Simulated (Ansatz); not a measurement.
# SiBi (built on the sites of a database entry of SnSb): from the cell to its phonons

Aim: the vibrations of SiBi (built on the sites of a database entry of SnSb), their spectra, and whether the structure is stable.

Method: DFT LDA, scalar-relativistic, plane waves, PAW, in Ansatz 0.2.0.

The structure was built from a prototype and need not be the compound's stable phase.

## Step 1: The structure

Symmetry: Fm-3m, No. 225, cubic system. The conventional cell has a = 5.885 Å, b = 5.885 Å, c = 5.885 Å, α = 90.00°, β = 90.00°, γ = 90.00°. Nearest to Si lie 6 Bi at 2.94 Å. Nearest to Bi lie 6 Si at 2.94 Å. Farther neighbours are not listed.

Coordinates:

```cif
data_structure
_symmetry_space_group_name_H-M 'P 1'
_symmetry_Int_Tables_number 1
_cell_length_a 4.1613
_cell_length_b 4.1613
_cell_length_c 4.1613
_cell_angle_alpha 60.000
_cell_angle_beta 60.000
_cell_angle_gamma 60.000
_cell_volume 50.95
loop_
_atom_site_label
_atom_site_type_symbol
_atom_site_fract_x
_atom_site_fract_y
_atom_site_fract_z
_atom_site_occupancy
Si1 Si 0.00000 0.00000 0.00000 1
Bi2 Bi 0.50000 0.50000 0.50000 1
```

## Step 2: Relaxation

Harmonic phonons are second derivatives at a point where the forces vanish, and they are wanted at zero stress, so atoms and cell are relaxed first.

input.yaml reads:

```yaml
crystal:
  lattice:
    - [0.0, 2.9425, 2.9425]
    - [2.9425, 0.0, 2.9425]
    - [2.9425, 2.9425, 0.0]
  atoms:
    - { symbol: Si, position: [0.0, 0.0, 0.0] }
    - { symbol: Bi, position: [0.5, 0.5, 0.5] }
kpoints:
  mp_grid: { grid: [12, 12, 12] }
hamiltonian:
  xc: lda
scf:
  occupations: { method: gaussian, width: 0.1 }
output:
  forces: true
  stress: true
  eigenvalues: true
relax:
  adjacent_minimum: "off"
  f_tol: 0.005
  max_steps: 80
  cell: { stress_tol: 0.05 }
```

Command:

```
> ansatz run input.yaml --threads 4 --pin off --max-ram 14336MiB --backend cpu --events-out ev --progress --plain --runs-dir out
```

Numbers of over 12 decimals in the logs are rounded to 6 here.

Output:

```text
Engine: ansatz 0.2.0, aarch64-unknown-linux-gnu
Pseudopotentials: kind: paw
Pseudopotential: Si, paw, valence charge 4, recommended cutoff 420 eV (normal), Si.paw.azcp
Pseudopotential: Bi, paw, valence charge 15, recommended cutoff 420 eV (normal), Bi.paw.azcp
Functional definition: SPW92
  exchange = slater_x
  correlation = pw_c
Crystal: 2 atoms, lattice volume = 50.954 Å³
Basis set: ecut = 420 eV, 965 PW (Γ)
Bands: 14, of which v1, the nominal top of the filled ones, is band 10 counted from 1 (9 counted from 0)
Symmetry: 48 space group operations
Space group: Fm-3m (ITA 225), of the structure as read, at distance tolerance 3.7e-5 Å
k-points: 72 of 1728
Non-local potential: Si, projectors of the file, l = 0: 2, l = 1: 2, l = 2: 2
Non-local potential: Bi, projectors of the file, l = 0: 2, l = 1: 2, l = 2: 2, l = 3: 2
PAW form: soft (Blöchl's): semilocal exchange-correlation on the pseudo side does not see the compensation charge
PAW frozen core: Si, regenerated for the run's functional, and the local potential with it (the file was generated under x = pbe(κ = 0.804, μ = 0.219515), c = pbe(β = 0.066725))
PAW frozen core: Bi, regenerated for the run's functional, and the local potential with it (the file was generated under x = pbe(κ = 0.804, μ = 0.219515), c = pbe(β = 0.066725))
PAW one-centre angular grid: Si, 110 points (default); XC on 64 Gauss nodes
PAW one-centre angular grid: Bi, 590 points (default); XC on 64 Gauss nodes
Initial density: superposition of atomic densities (neutral atoms: chi_scale 0, normalization atom), corrected by the library's trained network
Initial wavefunctions: pseudopotential atomic-orbital guess
Functional: x = slater, c = lda
SCF iter   1: F=—  HF=-12693.723981 eV  |F-HF|=—  |Δ(HF+E_count)|=         —  Δρ=4.16e-3  dr2=7.18e-3  ethr=1.77e-3  ⟨swp⟩=5.7  Hψ=5821  notcnv=0
preconditioner: auto → Kerker (q_TF=auto, 2.315 Å⁻¹)  [metal: Δε(μ)=0.032 eV  Ē_g=18.456 eV  σ=0.100 eV  W_gap=0.17  n_scr=14 (ndim 8)  ℏωp=22.7 eV  f_vac=0.000  D(μ)=1.11/eV (n_scr^D=8)]
SCF iter   2: F=—  HF=-12693.721959 eV  |F-HF|=—  |Δ(HF+E_count)|=   2.02e-3  Δρ=2.49e-3  dr2=2.66e-3  ethr=3.78e-5  ⟨swp⟩=1.5  Hψ=1654  notcnv=0
SCF iter   3: F=—  HF=-12693.721400 eV  |F-HF|=—  |Δ(HF+E_count)|=   5.58e-4  Δρ=4.99e-4  dr2=9.20e-5  ethr=1.40e-5  ⟨swp⟩=2.2  Hψ=1683  notcnv=0
SCF iter   4: F=—  HF=-12693.721364 eV  |F-HF|=—  |Δ(HF+E_count)|=   3.62e-5  Δρ=2.05e-4  dr2=1.75e-5  ethr=4.84e-7  ⟨swp⟩=2.7  Hψ=1750  notcnv=0
SCF iter   5: F=—  HF=-12693.721359 eV  |F-HF|=—  |Δ(HF+E_count)|=   5.43e-6  Δρ=2.38e-5  dr2=2.63e-7  ethr=9.22e-8  ⟨swp⟩=2.4  Hψ=1593  notcnv=0
SCF iter   6: F=-12693.721359 eV  HF=-12693.721359 eV  |F-HF|=2.76e-9  |Δ(HF+E_count)|=   3.09e-8  Δρ=5.15e-6  dr2=1.25e-8  ethr=5.26e-10  ⟨swp⟩=7.0  Hψ=5003  notcnv=0
SCF 1 converged in 6 iterations: F = -12693.721359 eV  dr2 = 1.25e-8
  greatest PAW one-centre occupation: 0.988 electrons in one spin orbital (limit 2), on the Bi atom at site 1 (counted from 0), in its partial waves of l = 2
relax step   1: F+E_penalty+E_count = -12693.72135878 eV  Δ(F+E_penalty+E_count) = +0.000e0 eV  max|allowed force component| = 6.334e-29 eV/Å  Δτ_max = 0.0000 Å  P = -3.898 GPa  Ω = 50.954 Å³  (6 SCF iters, dr2 threshold 1.00e-7 eV, accepted)
Crystal: 2 atoms, lattice volume = 45.736 Å³
Basis set: ecut = 420 eV, 893 PW (Γ)
Initial density: handed on by an earlier stage of this run
Initial wavefunctions: those handed on with the density
iter 1 solved again at ethr=5.61e-5 eV; its pass at ethr=3.10e-3 eV (dr2=1.07e-2 eV) is discarded
SCF iter   1: F=—  HF=-12693.743364 eV  |F-HF|=—  |Δ(HF+E_count)|=         —  Δρ=3.87e-3  dr2=1.12e-2  ethr=5.61e-5  ⟨swp⟩=2.0  Hψ=7294  notcnv=0
preconditioner: auto → Kerker (q_TF=auto, 2.357 Å⁻¹)  [metal: Δε(μ)=0.022 eV  Ē_g=18.874 eV  σ=0.100 eV  W_gap=0.13  n_scr=14 (ndim 8)  ℏωp=23.9 eV  f_vac=0.000  D(μ)=1.11/eV (n_scr^D=8)]
SCF iter   2: F=—  HF=-12693.740832 eV  |F-HF|=—  |Δ(HF+E_count)|=   2.53e-3  Δρ=2.32e-3  dr2=3.73e-3  ethr=5.61e-5  ⟨swp⟩=1.0  Hψ=1008  notcnv=0
SCF iter   3: F=—  HF=-12693.739845 eV  |F-HF|=—  |Δ(HF+E_count)|=   9.86e-4  Δρ=4.62e-4  dr2=1.26e-4  ethr=1.96e-5  ⟨swp⟩=2.1  Hψ=1163  notcnv=0
SCF iter   4: F=—  HF=-12693.739856 eV  |F-HF|=—  |Δ(HF+E_count)|=   1.07e-5  Δρ=1.09e-4  dr2=8.81e-6  ethr=6.66e-7  ⟨swp⟩=1.4  Hψ=1084  notcnv=0
SCF iter   5: F=-12693.739855 eV  HF=-12693.739855 eV  |F-HF|=2.24e-8  |Δ(HF+E_count)|=   5.81e-7  Δρ=2.17e-5  dr2=1.89e-7  ethr=1.05e-9  ⟨swp⟩=4.9  Hψ=5963  notcnv=0
SCF 2 converged in 5 iterations: F = -12693.739855 eV  dr2 = 1.89e-7
relax step   2: F+E_penalty+E_count = -12693.73985529 eV  Δ(F+E_penalty+E_count) = -1.850e-2 eV  max|allowed force component| = 3.365e-29 eV/Å  Δτ_max = 0.0000 Å  P = +3.569 GPa  Ω = 45.736 Å³  energy of the carried Pulay correction = +9.646e-4 eV  (5 SCF iters, dr2 threshold 2.00e-7 eV, accepted)
Crystal: 2 atoms, lattice volume = 48.090 Å³
Basis set: ecut = 420 eV, 941 PW (Γ)
iter 1 solved again at ethr=1.44e-5 eV; its pass at ethr=3.10e-3 eV (dr2=2.74e-3 eV) is discarded
SCF iter   1: F=—  HF=-12693.762588 eV  |F-HF|=—  |Δ(HF+E_count)|=         —  Δρ=1.91e-3  dr2=2.99e-3  ethr=1.44e-5  ⟨swp⟩=2.0  Hψ=7416  notcnv=0
preconditioner: auto → Kerker (q_TF=auto, 2.337 Å⁻¹)  [metal: Δε(μ)=0.034 eV  Ē_g=18.718 eV  σ=0.100 eV  W_gap=0.19  n_scr=14 (ndim 8)  ℏωp=23.3 eV  f_vac=0.000  D(μ)=1.07/eV (n_scr^D=8)]
SCF iter   2: F=—  HF=-12693.761925 eV  |F-HF|=—  |Δ(HF+E_count)|=   6.63e-4  Δρ=1.14e-3  dr2=9.89e-4  ethr=1.44e-5  ⟨swp⟩=1.0  Hψ=1008  notcnv=0
SCF iter   3: F=—  HF=-12693.761679 eV  |F-HF|=—  |Δ(HF+E_count)|=   2.46e-4  Δρ=2.33e-4  dr2=3.47e-5  ethr=5.21e-6  ⟨swp⟩=2.1  Hψ=1158  notcnv=0
SCF iter   4: F=—  HF=-12693.761689 eV  |F-HF|=—  |Δ(HF+E_count)|=   9.56e-6  Δρ=5.32e-5  dr2=2.28e-6  ethr=1.83e-7  ⟨swp⟩=1.4  Hψ=1058  notcnv=0
SCF iter   5: F=-12693.761689 eV  HF=-12693.761689 eV  |F-HF|=4.84e-9  |Δ(HF+E_count)|=   1.14e-7  Δρ=1.08e-5  dr2=3.81e-8  ethr=1.05e-9  ⟨swp⟩=3.8  Hψ=4738  notcnv=0
SCF 3 converged in 5 iterations: F = -12693.761689 eV  dr2 = 3.81e-8
relax step   3: F+E_penalty+E_count = -12693.76168862 eV  Δ(F+E_penalty+E_count) = -2.183e-2 eV  max|allowed force component| = 2.347e-29 eV/Å  Δτ_max = 0.0000 Å  P = -0.359 GPa  Ω = 48.090 Å³  energy of the carried Pulay correction = +5.168e-4 eV  (5 SCF iters, dr2 threshold 2.00e-7 eV, accepted)
[...]
relax step   4: F+E_penalty+E_count = -12693.76200292 eV  Δ(F+E_penalty+E_count) = -3.143e-4 eV  max|allowed force component| = 2.115e-28 eV/Å  Δτ_max = 0.0000 Å  P = -0.028 GPa  Ω = 47.865 Å³  energy of the carried Pulay correction = +5.587e-4 eV  (4 SCF iters, dr2 threshold 2.00e-7 eV, accepted)
Initial wavefunctions: pseudopotential atomic-orbital guess (no wavefunctions were taken with the density)
iter 1 solved again at ethr=2.58e-7 eV; its pass at ethr=3.10e-3 eV (dr2=4.90e-5 eV) is discarded
SCF iter   1: F=—  HF=-12693.761489 eV  |F-HF|=—  |Δ(HF+E_count)|=         —  Δρ=6.58e-5  dr2=4.11e-7  ethr=2.58e-7  ⟨swp⟩=3.6  Hψ=8939  notcnv=0
preconditioner: auto → Kerker (q_TF=auto, 2.339 Å⁻¹)  [metal: Δε(μ)=0.034 eV  Ē_g=18.713 eV  σ=0.100 eV  W_gap=0.19  n_scr=14 (ndim 8)  ℏωp=23.4 eV  f_vac=0.000  D(μ)=1.07/eV (n_scr^D=8)]
SCF iter   2: F=—  HF=-12693.761487 eV  |F-HF|=—  |Δ(HF+E_count)|=   2.51e-6  Δρ=3.38e-5  dr2=9.64e-8  ethr=2.16e-9  ⟨swp⟩=2.3  Hψ=1604  notcnv=0
SCF iter   3: F=—  HF=-12693.761487 eV  |F-HF|=—  |Δ(HF+E_count)|=   2.97e-8  Δρ=3.83e-6  dr2=2.18e-9  ethr=5.07e-10  ⟨swp⟩=2.3  Hψ=1500  notcnv=0
SCF iter   4: F=—  HF=-12693.761487 eV  |F-HF|=—  |Δ(HF+E_count)|=  8.59e-10  Δρ=5.60e-7  dr2=2.05e-10  ethr=1.15e-11  ⟨swp⟩=2.0  Hψ=1182  notcnv=0
SCF iter   5: F=-12693.761487 eV  HF=-12693.761487 eV  |F-HF|=0.00e0  |Δ(HF+E_count)|=  5.82e-11  Δρ=1.22e-7  dr2=1.04e-11  ethr=1.00e-12  ⟨swp⟩=7.3  Hψ=5004  notcnv=0
SCF 5 converged in 5 iterations: F = -12693.761487 eV  dr2 = 1.04e-11
relax step   5: F+E_penalty+E_count = -12693.76148663 eV  Δ(F+E_penalty+E_count) = +5.163e-4 eV  max|allowed force component| = 1.872e-28 eV/Å  Δτ_max = 0.0000 Å  P = -0.032 GPa  Ω = 47.865 Å³  stress off target by 3.15e-2 GPa  SCF on the basis re-selected at this cell (its energy is not comparable with the rows above)  (5 SCF iters)
basis re-selected at this cell: Δ(F+E_penalty+E_count) = +5.163e-4 eV, ΔP = -0.004 GPa vs the last step (what re-selecting the basis moved, of the pressure what is left beyond the Pulay correction that the steps carried, after the strain that the cell walked since its last selection, with what the two solves' SCF thresholds leave and, on support functions, any second-order correction that the steps lacked; it is no m [...]
SCF converged after 5 iterations
Free energy (F): -12693.761487 eV
Harris-Foulkes:  -12693.761487 eV  (|F-HF|=0.00e0)
Internal energy: -12693.756118 eV  (E = F + TS)
E sigma→0 (E₀):  -12693.758802 eV
Entropy (-TS):   -0.005369 eV (-2.685 meV/atom)
Fermi energy:    10.231464 eV
--- Per-component energies (eV) ---
  E_band       = -80.927773
  E_kinetic    = 343.524531
  E_local      = -1549.004679  (includes V_loc(G=0)·N_el)
  E_nonlocal   = 590.873755
  E_hartree    = 508.872156
  E_xc         = -205.431959
  E_vxc        = -191.948606  (∫ρ·V_xc dr)
  E_paw        = -10839.014225  (= ΣΔE_a)
  E_vpaw       = -292.116478  (= ΣTr[D̂ρ^β])
  E_aug_tail   = -0.000523  (compensation charges beyond the density's cutoff)
  E_ewald      = -1543.654619
  E_core_change = 0.079446  (= ΣΔE_core)
  E_smearing   = -0.005369  (= −TS)
  E_closure    = 0.000000  (closes the sum)
  Σ components = -12693.761487   (vs F -12693.761487, Δ=0.00e0)
--- Forces (eV/Å), atoms counted from 1 ---
  atom   1  Si    -0.00000000     0.00000000    -0.00000000
  atom   2  Bi     0.00000000    -0.00000000     0.00000000
  max |Σ_I F_I| component: 3.66e-28 eV/Å
--- Stress (GPa, compression-positive) ---
       -0.031506       0.000000      -0.000000
        0.000000      -0.031506      -0.000000
       -0.000000      -0.000000      -0.031506
  P = ⅓ Tr σ = -0.0315 GPa (-0.315 kbar)
--- Band table (eV; the first three rows and the last of 72) ---
  k-point 0: bands = [... 6 lower, 7.5388, 9.5140, 9.5140, 9.5140, 15.1404, 15.1404, 15.1404, 15.7190]
  k-point 1: bands = [... 6 lower, 6.8739, 9.5206, 9.5206, 9.9555, 14.6247, 14.6247, 14.7134, 15.6996]
  k-point 2: bands = [... 6 lower, 5.6316, 9.5519, 9.5519, 10.5392, 13.6747, 13.6747, 13.9531, 15.8614]
  k-point 71: bands = [... 6 lower, 3.0165, 5.4368, 5.4368, 11.5658, 11.7539, 15.9502, 15.9502, 18.8511]
--- Relaxed structure (4 steps of the walk, 4 accepted, 1 SCFs on fresh bases) ---
  F+E_penalty+E_count = -12693.76148663 eV   max|allowed force component| = 1.872e-28 eV/Å   (the final SCF, on the basis selected at the relaxed cell)
  cell:  # Å, volume = 47.8647 Å³
    - [0, 2.881785, 2.881785]
    - [2.881785, 0, 2.881785]
    - [2.881785, 2.881785, 0]
  atoms:
    - { symbol: Si, position: [0, 0, 0] }
    - { symbol: Bi, position: [0.500000, 0.500000, 0.500000] }
```

The job ended after 6.6 s (4 threads of Arm Neoverse N1, shared host; peak memory 0.38 GiB; 24 s of CPU time).

The steps of the relaxation:

| step | energy less that of the first step (eV) | largest force component (eV/Å) | pressure (GPa) | volume (Å³) |
| --- | --- | --- | --- | --- |
| 1 | 0.0000 | 0.0000 | -3.90 | 50.95 |
| 2 | -0.0185 | 0.0000 | 3.57 | 45.74 |
| 3 | -0.0403 | 0.0000 | -0.36 | 48.09 |
| 4 | -0.0406 | 0.0000 | -0.03 | 47.86 |
| 5* | -0.0401 | 0.0000 | -0.03 | 47.86 |

Relaxation steps marked * repeat the geometry before them on a plane-wave basis chosen anew for their cell, so energy and pressure can jump there.

The run keeps the 48 symmetry operations that it works with, so distortions that break them were not tested.

| conventional cell, symmetrised | before | after | change |
| --- | --- | --- | --- |
| a (Å) | 5.885 | 5.764 | -2.1 % |
| b (Å) | 5.885 | 5.764 | -2.1 % |
| c (Å) | 5.885 | 5.764 | -2.1 % |
| volume (Å³/atom) | 25.48 | 23.93 | -6.1 % |

Final coordinates:

```xyz
2
Lattice="0.0000 2.8818 2.8818 2.8818 0.0000 2.8818 2.8818 2.8818 0.0000" Properties=species:S:1:pos:R:3 pbc="T T T"
Si    0.0000    0.0000    0.0000
Bi    2.8818    2.8818    2.8818
```

This step gave:

```yaml
pressure: -0.03151 GPa
volume_per_atom: 23.93 Å³
gap_on_the_k_mesh: 0 eV
```

In this step the volume went from 25.48 to 23.93 Å³/atom.

## Step 3: Tight relaxation

Phonons need a cell at rest on their own settings, so the relaxation is repeated with tight tolerances on forces and stress, using the mesh and the filling of the phonon run that follows.

input.yaml reads:

```yaml
crystal:
  lattice:
    - [0.0, 2.8817854488, 2.8817854488]
    - [2.8817854488, 0.0, 2.8817854488]
    - [2.8817854488, 2.8817854488, 0.0]
  atoms:
    - { symbol: Si, position: [0.0, 0.0, 0.0] }
    - { symbol: Bi, position: [0.5, 0.5, 0.5] }
kpoints:
  mp_grid: { grid: [12, 12, 12] }
hamiltonian:
  xc: lda
scf:
  occupations: { method: methfessel_paxton, width: 0.2 }
output:
  forces: true
  stress: true
  eigenvalues: true
  write_density: true
  write_potential: true
  elf: true
  volumetric_format: npy
relax:
  adjacent_minimum: "off"
  f_tol: 0.001
  max_steps: 60
  cell: { stress_tol: 0.01 }
```

Output:

```text
[...]
Crystal: 2 atoms, lattice volume = 47.865 Å³
Basis set: ecut = 420 eV, 941 PW (Γ)
Bands: 14, of which v1, the nominal top of the filled ones, is band 10 counted from 1 (9 counted from 0)
Symmetry: 48 space group operations
[...]
k-points: 72 of 1728
[...]
k-point 71: bands = [... 6 lower, 3.0247, 5.4430, 5.4430, 11.5768, 11.7652, 15.9600, 15.9600, 18.8669]
--- Relaxed structure (3 steps of the walk, 3 accepted, 1 SCFs on fresh bases) ---
[...]
cell:  # Å, volume = 47.8332 Å³
    - [0, 2.881154, 2.881154]
    - [2.881154, 0, 2.881154]
    - [2.881154, 2.881154, 0]
  atoms:
    - { symbol: Si, position: [0, 0, 0] }
    - { symbol: Bi, position: [0.5, 0.5, 0.5] }
[key lines of the parts left out:]
SCF converged after 5 iterations
Free energy (F): -12693.759175 eV
Fermi energy:    10.243942 eV
P = ⅓ Tr σ = 0.0001 GPa (0.001 kbar)
```

Run time: 5.2 s. Hardware: 4 threads; peak memory 0.37 GiB; 19 s of CPU time.

Little changed from the start: no atom moved by 0.005 Å and no cell edge by 0.1 %.

Numbers from this step:

```
pressure        : 9.22e-5 GPa
volume per atom : 23.92 Å³
```

Valence density in the ac plane of the conventional cell at fractional y = 0.000, with atoms of Si and Bi within 0.2 Å of it. It is the smooth field of the valence electrons, not physical close to the nuclei.

Ten even steps from '_' (0.1 e/Å³) to '@' (7.5 e/Å³), each cell a mean:
```
____________--##%%++..__________
____________..--==::____________
________________..______________
________________________________
________________________________
::..__________________________..
**==..______________________::++
@@**::____________________..==%%
%%++..______________________--##
==::________________________..--
..______________________________
________________________________
________________________________
______________..::..____________
____________::++**==..__________
__________..==%%@@**::__________
```
Columns run along a (5.8 Å), rows up along c (5.8 Å), edges of the conventional cell, whose origin can differ from the input's. Atoms in or near the plane, at fractional coordinates: Si at (0.00, 0.00), Si at (0.50, 0.50), Bi at (0.50, 0.00), Bi at (0.00, 0.50).

ELF in the ac plane of the conventional cell at fractional y = 0.000, with atoms of Si and Bi within 0.2 Å of it. It is the smooth field of the valence electrons, not physical close to the nuclei.

Ten even steps from '_' (0.13) to '@' (0.77), each cell a mean:
```
++**@@%%++==--____..====**@@%%++
%%@@%%**======--::======++##@@%%
@@%%**--::--========--::::==##@@
##**--..__::==++++==--____::++**
====--....--**%%%%##==..__::====
======----**%%@@@@@@##==----====
__::====**%%@@****##@@##======..
____====##@@%%++****@@%%++==::__
__..====**@@%%++++**@@%%++==--__
::======++##@@%%%%@@%%**======--
====--::::==##@@@@%%**--::--====
++==--____::++**##**--..__::==++
%%##==..__::========--....--**%%
@@@@##==----==========----**%%@@
**##@@##======..__::====**%%@@**
****@@%%++==::______====##@@%%++
```
Columns run along a (5.8 Å), rows up along c (5.8 Å), edges of the conventional cell, whose origin can differ from the input's. Atoms in or near the plane, at fractional coordinates: Si at (0.00, 0.00), Si at (0.50, 0.50), Bi at (0.50, 0.00), Bi at (0.00, 0.50).

Electrostatic potential energy in the ac plane of the conventional cell at fractional y = 0.000, with atoms of Si and Bi within 0.2 Å of it. With pseudopotentials it is smooth inside the atoms' cores, unlike the true potential.

Ten even steps from '_' (-87 eV) to '@' (13 eV), each cell a mean:
```
--++%%@@@@%%==____..**@@@@@@**--
**##@@@@@@%%**==--++%%@@@@@@%%**
%%@@@@@@@@@@%%%%##%%@@@@@@@@@@@@
@@@@@@@@@@@@@@@@@@@@@@@@@@@@@@@@
%%@@@@@@@@@@@@@@@@@@@@@@@@@@@@@@
**##%%@@@@@@@@%%##%%@@@@@@@@%%**
..--##@@@@@@##++==**%%@@@@%%++..
__..**%%@@%%**----==##@@@@##--__
__..**@@@@@@**----++%%@@@@%%==__
--++%%@@@@@@%%****##@@@@@@%%**==
##%%@@@@@@@@@@@@%%@@@@@@@@@@%%%%
@@@@@@@@@@@@@@@@@@@@@@@@@@@@@@@@
@@@@@@@@@@@@@@@@%%@@@@@@@@@@@@@@
##%%@@@@@@@@%%****##%%@@@@@@@@%%
==**%%@@@@%%++....--##@@@@@@##++
--==##@@@@##--____..**%%@@%%**--
```
Columns run along a (5.8 Å; values clipped at the 3rd and 97th percentile), rows up along c (5.8 Å), edges of the conventional cell, whose origin can differ from the input's. Atoms in or near the plane, at fractional coordinates: Si at (0.00, 0.00), Si at (0.50, 0.50), Bi at (0.50, 0.00), Bi at (0.00, 0.50).

The forces vanish by symmetry and the pressure is 0.000 GPa, within the tolerances set. The cell now holds 23.92 Å³/atom.

[end of part 1 of 3]

[Logs are printed without paths, hosts, clocks, repeated set-up lines and the standing remarks that a program may print on its own settings, such as how far it seeks lower states.]

[Hosts, paths, dates, database ids (printed as entryN), source tags and the programs' standing remarks are cut or masked in the printed files.]
